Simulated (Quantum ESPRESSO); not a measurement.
**MnRh: magnetocrystalline anisotropy**

Wanted: the anisotropy energy of MnRh and its cost.

Calculated with Quantum ESPRESSO 7.5; PBEsol; plane waves with PseudoDojo 0.4.1 SR PBEsol standard potentials, then spin–orbit coupling on the fully relativistic files of the same set.

## 1. Starting point

The structure is cubic, space group Pm-3m (No. 221). Conventional cell: a = 3.044 Å, b = 3.044 Å, c = 3.044 Å, α = 90.00°, β = 90.00°, γ = 90.00°. Nearest to Mn lie 8 Rh at 2.64 Å. Nearest to Rh lie 8 Mn at 2.64 Å. Farther neighbours are not listed.

The cell comes from the Crystallography Open Database.

## 2. Collinear run on scalar-relativistic files

pw.in reads:

```
&CONTROL
  calculation = 'scf'
  prefix = 'pwscf'
  outdir = './tmp'
  pseudo_dir = './pseudo'
  disk_io = 'low'
/
&SYSTEM
  ibrav = 0
  celldm(1) = 8
  nat = 2
  ntyp = 2
  ecutwfc = 72
  nbnd = 41
  occupations = 'smearing'
  smearing = 'fd'
  degauss = 0.00367493
  nspin = 2
  starting_magnetization(1) = 0.2333
  starting_magnetization(2) = 0
/
&ELECTRONS
  conv_thr = 4d-11
  electron_maxstep = 150
  mixing_beta = 0.3
/
ATOMIC_SPECIES
Mn     54.9380 Mn.upf
Rh    102.9055 Rh.upf
CELL_PARAMETERS alat
   0.7190407904201    0.0000000000000    0.0000000000000
   0.0000000000000    0.7190407904201    0.0000000000000
   0.0000000000000    0.0000000000000    0.7190407904201
ATOMIC_POSITIONS crystal
Mn      0.0000000000    0.0000000000    0.0000000000
Rh      0.5000000000    0.5000000000    0.5000000000
K_POINTS automatic
10 10 10 0 0 0
```

Launch:

```console
OMP_NUM_THREADS=1 mpirun -n 4 pw.x -nk 4 -in pw.in > pw.out
```

The log of the run:

```text
Program PWSCF v.7.5 starts

     Message from routine setup:
     using ibrav=0 with symmetry is DISCOURAGED, use correct ibrav instead

     K-points division:     npool     =       4
     Subspace diagonalization in iterative solution of the eigenvalue problem:

     G-vector sticks info
     --------------------
     sticks:   dense  smooth     PW     G-vecs:    dense   smooth      PW
     Sum         757     757    241                15659    15659    2721

     Using Slab Decomposition

     bravais-lattice index     =            0
     lattice parameter (alat)  =       8.0000  a.u.
     unit-cell volume          =     190.3402 (a.u.)^3
     number of atoms/cell      =            2
     number of atomic types    =            2
     number of electrons       =        32.00
     number of Kohn-Sham states=           41
     kinetic-energy cutoff     =      72.0000  Ry
     charge density cutoff     =     288.0000  Ry
     scf convergence threshold =      4.0E-11
     mixing beta               =       0.3000
     number of iterations used =            8  plain     mixing
     Exchange-correlation= PBESOL
                           (   1   4  10   8   0   0   0)

     celldm(1)=   8.000000  celldm(2)=   0.000000  celldm(3)=   0.000000
     celldm(4)=   0.000000  celldm(5)=   0.000000  celldm(6)=   0.000000

     crystal axes: (cart. coord. in units of alat)
               a(1) = (   0.719041   0.000000   0.000000 )
               a(2) = (   0.000000   0.719041   0.000000 )
               a(3) = (   0.000000   0.000000   0.719041 )

     reciprocal axes: (cart. coord. in units 2 pi/alat)
               b(1) = (  1.390742  0.000000  0.000000 )
               b(2) = (  0.000000  1.390742  0.000000 )
               b(3) = (  0.000000  0.000000  1.390742 )

     PseudoPot. # 1 for Mn read from file:
     Mn.upf
     Pseudo is Norm-conserving + core correction, Zval = 15.0
     Generated using ONCVPSP code by D. R. Hamann
     Using radial grid of 1448 points,  6 beta functions with:
                l(1) =   0
                l(2) =   0
                l(3) =   1
                l(4) =   1
                l(5) =   2
                l(6) =   2

     PseudoPot. # 2 for Rh read from file:
     Rh.upf
     Pseudo is Norm-conserving + core correction, Zval = 17.0
     Generated using ONCVPSP code by D. R. Hamann
     Using radial grid of 1568 points,  6 beta functions with:
                l(1) =   0
                l(2) =   0
                l(3) =   1
                l(4) =   1
                l(5) =   2
                l(6) =   2

     atomic species   valence    mass     pseudopotential
     Mn               15.00    54.93800     Mn( 1.00)
     Rh               17.00   102.90550     Rh( 1.00)

     Starting magnetic structure
     atomic species   magnetization
     Mn              0.233
     Rh              0.000

     48 Sym. Ops., with inversion, found

   Cartesian axes

     site n.     atom                  positions (alat units)
         1        Mn     tau(   1) = (   0.0000000   0.0000000   0.0000000  )
         2        Rh     tau(   2) = (   0.3595204   0.3595204   0.3595204  )

     number of k points=    56  Fermi-Dirac smearing, width (Ry)=  0.0037
                       cart. coord. in units 2pi/alat
        k(    1) = (   0.0000000   0.0000000   0.0000000), wk =   0.0010000
        k(    2) = (   0.0000000   0.0000000   0.1390742), wk =   0.0060000
        k(    3) = (   0.0000000   0.0000000   0.2781483), wk =   0.0060000
        k(    4) = (   0.0000000   0.0000000   0.4172225), wk =   0.0060000
        k(    5) = (   0.0000000   0.0000000   0.5562967), wk =   0.0060000
        [... 51 further k-points ...]

     Dense  grid:    15659 G-vectors     FFT dimensions: (  32,  32,  32)

     Generating pointlists ...
     new r_m :   0.2569 (alat units)  2.0549 (a.u.) for type    1
     new r_m :   0.2569 (alat units)  2.0549 (a.u.) for type    2

     Initial potential from superposition of free atoms

     starting charge      31.9990, renormalised to      32.0000
     Starting wfcs are   20 randomized atomic wfcs +   21 random wfcs

     Self-consistent Calculation

     iteration #  1     ecut=    72.00 Ry     beta= 0.30
     Davidson diagonalization with overlap
     ethr =  1.00E-02,  avg # of iterations =  6.3

     total energy              =    -451.50448944 Ry
     estimated scf accuracy    <       1.26821258 Ry

     total magnetization       =     3.23 Bohr mag/cell
     absolute magnetization    =     3.23 Bohr mag/cell

     iteration #  2     ecut=    72.00 Ry     beta= 0.30
     Davidson diagonalization with overlap
     ethr =  3.96E-03,  avg # of iterations =  1.1

     total energy              =    -451.68584600 Ry
     estimated scf accuracy    <       4.21439525 Ry

     total magnetization       =     2.58 Bohr mag/cell
     absolute magnetization    =     2.59 Bohr mag/cell

     iteration #  3     ecut=    72.00 Ry     beta= 0.30
     Davidson diagonalization with overlap
     ethr =  3.96E-03,  avg # of iterations =  1.0

     total energy              =    -451.97923073 Ry
     estimated scf accuracy    <       0.06786542 Ry

     total magnetization       =     3.99 Bohr mag/cell
     absolute magnetization    =     4.00 Bohr mag/cell

     [... further iterations left out ...]

     iteration # 10     ecut=    72.00 Ry     beta= 0.30
     Davidson diagonalization with overlap
     ethr =  2.84E-09,  avg # of iterations =  1.1

     total energy              =    -451.99476452 Ry
     estimated scf accuracy    <       0.00000093 Ry

     total magnetization       =     4.12 Bohr mag/cell
     absolute magnetization    =     4.17 Bohr mag/cell

     iteration # 11     ecut=    72.00 Ry     beta= 0.30
     Davidson diagonalization with overlap
     ethr =  2.84E-09,  avg # of iterations =  1.0

     total energy              =    -451.99476463 Ry
     estimated scf accuracy    <       0.00000002 Ry

     total magnetization       =     4.12 Bohr mag/cell
     absolute magnetization    =     4.17 Bohr mag/cell

     iteration # 12     ecut=    72.00 Ry     beta= 0.30
     Davidson diagonalization with overlap
     ethr =  5.00E-11,  avg # of iterations =  1.0

     total energy              =    -451.99476463 Ry
     estimated scf accuracy    <          1.4E-09 Ry

     total magnetization       =     4.12 Bohr mag/cell
     absolute magnetization    =     4.17 Bohr mag/cell

     iteration # 13     ecut=    72.00 Ry     beta= 0.30
     Davidson diagonalization with overlap
     ethr =  4.50E-12,  avg # of iterations =  1.0

     Magnetic moment per site  (integrated on atomic sphere of radius R)
     atom   1 (R=0.257)  charge= 13.4760  magn=  3.4861
     atom   2 (R=0.257)  charge= 15.0322  magn=  0.5290

     End of self-consistent calculation

     Number of k-points >= 100: set verbosity='high' to print the bands.

     the Fermi energy is    18.3281 ev

!    total energy              =    -451.99476463 Ry
     estimated scf accuracy    <          3.2E-11 Ry
     smearing contrib. (-TS)   =      -0.00087898 Ry
     internal energy E=F+TS    =    -451.99388566 Ry

     The total energy is F=E-TS. E is the sum of the following terms:
     one-electron contribution =    -146.01152376 Ry
     hartree contribution      =      92.55278472 Ry
     xc contribution           =     -73.90852702 Ry
     ewald contribution        =    -324.62661960 Ry

     total magnetization       =     4.12 Bohr mag/cell
     absolute magnetization    =     4.17 Bohr mag/cell

     convergence has been achieved in  13 iterations

=------------------------------------------------------------------------------=
   JOB DONE.
=------------------------------------------------------------------------------=
```

Wall time 23 s (4 MPI ranks of Arm Neoverse V2, shared host); peak memory 0.37 GiB; 90 s of CPU time.

Spin moment in the atom's sphere by atom:

| atom | spin moment in the atom's sphere (μB) |
| --- | --- |
| Mn1 | 3.49 |
| Rh2 | 0.53 |

Read from the output:

- smearing term TS: 0.01196 eV
- magnetization: 4.118 μB
- absolute magnetization: 4.173 μB
- final state: ferromagnetic

## 3. One pass along [001] on 13×13×13

Each pass runs in a folder of its own that holds a copy of a collinear save from that input. The collinear spin density is turned to the axis, and its potential is diagonalised once with spin–orbit coupling on fully relativistic PseudoDojo files; the sums over occupied states, with the smearing term, are then compared.

pass.in reads:

```
&CONTROL
  calculation = 'nscf'
  prefix = 'pwscf'
  outdir = './tmp'
  pseudo_dir = './pseudo_fr'
  disk_io = 'nowf'
/
&SYSTEM
  ibrav = 0
  celldm(1) = 8
  nat = 2
  ntyp = 2
  ecutwfc = 72
  nbnd = 78
  occupations = 'smearing'
  smearing = 'fd'
  degauss = 0.00367493
  noncolin = .true.
  lspinorb = .true.
  lforcet = .true.
  starting_magnetization(1) = 0.2333
  angle1(1) = 0
  angle2(1) = 0
  starting_magnetization(2) = 0
  angle1(2) = 0
  angle2(2) = 0
/
&ELECTRONS
  conv_thr = 4d-11
  electron_maxstep = 150
  mixing_beta = 0.3
  startingpot = 'file'
  startingwfc = 'random'
  diago_thr_init = 1d-09
  diago_full_acc = .true.
/
ATOMIC_SPECIES
Mn     54.9380 Mn.upf
Rh    102.9055 Rh.upf
CELL_PARAMETERS alat
   0.7190407904201    0.0000000000000    0.0000000000000
   0.0000000000000    0.7190407904201    0.0000000000000
   0.0000000000000    0.0000000000000    0.7190407904201
ATOMIC_POSITIONS crystal
Mn      0.0000000000    0.0000000000    0.0000000000
Rh      0.5000000000    0.5000000000    0.5000000000
K_POINTS automatic
13 13 13 0 0 0
```

Launch:

```console
OMP_NUM_THREADS=1 mpirun -n 4 pw.x -nk 4 -in pass.in > pass.out
```

The log of the run:

```text
[banner, memory and clock lines left out]
Program PWSCF v.7.5 starts

     Fixed quantization axis for GGA:     0.000000    0.000000    1.000000
     Message from routine setup:
     using ibrav=0 with symmetry is DISCOURAGED, use correct ibrav instead

     bravais-lattice index     =            0
     lattice parameter (alat)  =       8.0000  a.u.
     unit-cell volume          =     190.3402 (a.u.)^3
     number of atoms/cell      =            2
     number of atomic types    =            2
     number of electrons       =        32.00
     number of Kohn-Sham states=           78
     kinetic-energy cutoff     =      72.0000  Ry
     charge density cutoff     =     288.0000  Ry
     Exchange-correlation= PBESOL
                           (   1   4  10   8   0   0   0)
     Noncollinear calculation with spin-orbit

     [... lines left out ...]
     PseudoPot. # 1 for Mn read from file:
     Mn.upf
     Pseudo is Norm-conserving + core correction, Zval = 15.0

     PseudoPot. # 2 for Rh read from file:
     Rh.upf
     Pseudo is Norm-conserving + core correction, Zval = 17.0

     atomic species   valence    mass     pseudopotential
     Mn               15.00    54.93800     Mn( 1.00)
     Rh               17.00   102.90550     Rh( 1.00)

     16 Sym. Ops., with inversion, found

   Cartesian axes

     site n.     atom                  positions (alat units)
         1        Mn     tau(   1) = (   0.0000000   0.0000000   0.0000000  )
         2        Rh     tau(   2) = (   0.3595204   0.3595204   0.3595204  )

     number of k points=   196  Fermi-Dirac smearing, width (Ry)=  0.0037

     Number of k-points >= 100: set verbosity='high' to print them.

     Dense  grid:    15659 G-vectors     FFT dimensions: (  32,  32,  32)

     Generating pointlists ...
     new r_m :   0.2569 (alat units)  2.0549 (a.u.) for type    1
     new r_m :   0.2569 (alat units)  2.0549 (a.u.) for type    2
     Message from routine read_rhog:
     some spin components not found

 -----------
Spin angles Theta, Phi (degree) =   0.0000  0.0000
 -----------

     The potential is recalculated from file :
     [... lines left out ...]
     Starting wfcs are random

     Band Structure Calculation
     Davidson diagonalization with overlap

     ethr =  1.00E-09,  avg # of iterations = 31.6

     End of band structure calculation

     Number of k-points >= 100: set verbosity='high' to print the bands.

     the Fermi energy is    18.3466 ev
     (compare with:    18.3281 eV, computed in scf)
```

Run time: 2.3 min. Hardware: 4 MPI ranks; peak memory 0.31 GiB; 9.1 min of CPU time.

## 4. One pass along [111] on 13×13×13

Changes to pass.in since step 3:

```diff
@@ -21,7 +21,7 @@
   starting_magnetization(1) = 0.2333
-  angle1(1) = 0
-  angle2(1) = 0
+  angle1(1) = 54.7356
+  angle2(1) = 45
   starting_magnetization(2) = 0
-  angle1(2) = 0
-  angle2(2) = 0
+  angle1(2) = 54.7356
+  angle2(2) = 45
 /
```

The log of the run:

```text
     [... lines left out ...]
Program PWSCF v.7.5 starts
     [... lines left out ...]
     number of atoms/cell      =            2
     [... lines left out ...]
     number of electrons       =        32.00
     number of Kohn-Sham states=           78
     kinetic-energy cutoff     =      72.0000  Ry
     charge density cutoff     =     288.0000  Ry
     [... lines left out ...]
     Noncollinear calculation with spin-orbit
     [... lines left out ...]
     12 Sym. Ops., with inversion, found
     [... lines left out ...]
     number of k points=   231  Fermi-Dirac smearing, width (Ry)=  0.0037
     [... lines left out ...]
Spin angles Theta, Phi (degree) =  54.7356 45.0000
     [... lines left out ...]
     the Fermi energy is    18.3466 ev
     (compare with:    18.3281 eV, computed in scf)
```

Run time: 2.7 min. Hardware: 4 MPI ranks; peak memory 0.31 GiB.

## 5. One pass along [110] on 13×13×13

Changes to pass.in since step 4:

```diff
@@ -21,6 +21,6 @@
   starting_magnetization(1) = 0.2333
-  angle1(1) = 54.7356
+  angle1(1) = 90
   angle2(1) = 45
   starting_magnetization(2) = 0
-  angle1(2) = 54.7356
+  angle1(2) = 90
   angle2(2) = 45
```

The log of the run:

```text
     [... lines left out ...]
Program PWSCF v.7.5 starts
     [... lines left out ...]
     number of atoms/cell      =            2
     [... lines left out ...]
     number of electrons       =        32.00
     number of Kohn-Sham states=           78
     kinetic-energy cutoff     =      72.0000  Ry
     charge density cutoff     =     288.0000  Ry
     [... lines left out ...]
     Noncollinear calculation with spin-orbit
     [... lines left out ...]
      8 Sym. Ops., with inversion, found
     [... lines left out ...]
     number of k points=   343  Fermi-Dirac smearing, width (Ry)=  0.0037
     [... lines left out ...]
Spin angles Theta, Phi (degree) =  90.0000 45.0000
     [... lines left out ...]
     the Fermi energy is    18.3466 ev
     (compare with:    18.3281 eV, computed in scf)
```

Elapsed: 4 min, on 4 MPI ranks; peak memory 0.31 GiB.

## 6. The smearing term

The sum of energies times occupations is what pw.x prints as eband (for fewer than 100 k points). With Fermi–Dirac smearing the quantity to compare holds −TS as well, computed here from the energies and weights in the run's XML file (meV a cell, from the first axis, mesh 13×13×13):

| axis | plain sum | −TS | free energy |
| --- | --- | --- | --- |
| [001] | 0.0000 | 0.0000 | 0.0000 |
| [111] | -0.0008 | 0.0020 | 0.0011 |
| [110] | -0.0005 | 0.0014 | 0.0009 |

## 7. Side by side

A pass yields neither state nor moment: for the force theorem these columns are the collinear run's. Anisotropy, by row:

| way | mesh | axis | state | energy less the first axis' (meV a primitive cell) | largest spin moment (μB) | CPU time (s) |
| --- | --- | --- | --- | --- | --- | --- |
| force theorem | 13x13x13 | [001] | ferromagnetic | 0 | 3.486 | 544.1 |
| force theorem | 13x13x13 | [111] | ferromagnetic | 0.001129 | 3.486 | 641 |
| force theorem | 13x13x13 | [110] | ferromagnetic | 8.74e-4 | 3.486 | 953.7 |

## 8. What came out

* state: ferromagnetic
* largest spin moment: 3.49 μB
* easy axis of those tried, on this mesh: not resolved
* energy along [111] less [001] (force theorem): 0.00113 meV a primitive cell, 0.0064 MJ/m³

In words: On 13×13×13, leaving out the smearing term would shift a difference by 0.0020 meV, against 0.0011 meV for the largest, and would turn a sign. Differences this small usually change with the mesh, so the easy axis is taken as not resolved. One mesh cannot show that the size is converged, and with itinerant moments even the sign can change with the mesh. Shape anisotropy is not included. The moments were started parallel in the primitive cell; if the crystal orders otherwise, its anisotropy is another. The cutoff lies under the 96 Ry that these files are usually run at.

[Logs and program files are shortened in this print: banners, set-up blocks, solver, clock and traceback lines can be left out without a mark of their own.]

[Logs are printed without paths, hosts, clocks, repeated set-up lines and the standing remarks that a program may print on its own settings, such as how far it seeks lower states.]

[Hosts, paths, dates, database ids (printed as entryN), source tags and the programs' standing remarks are cut or masked in the printed files.]

[Where a cell is said to come from a database of computed structures, the database is the Materials Project.]
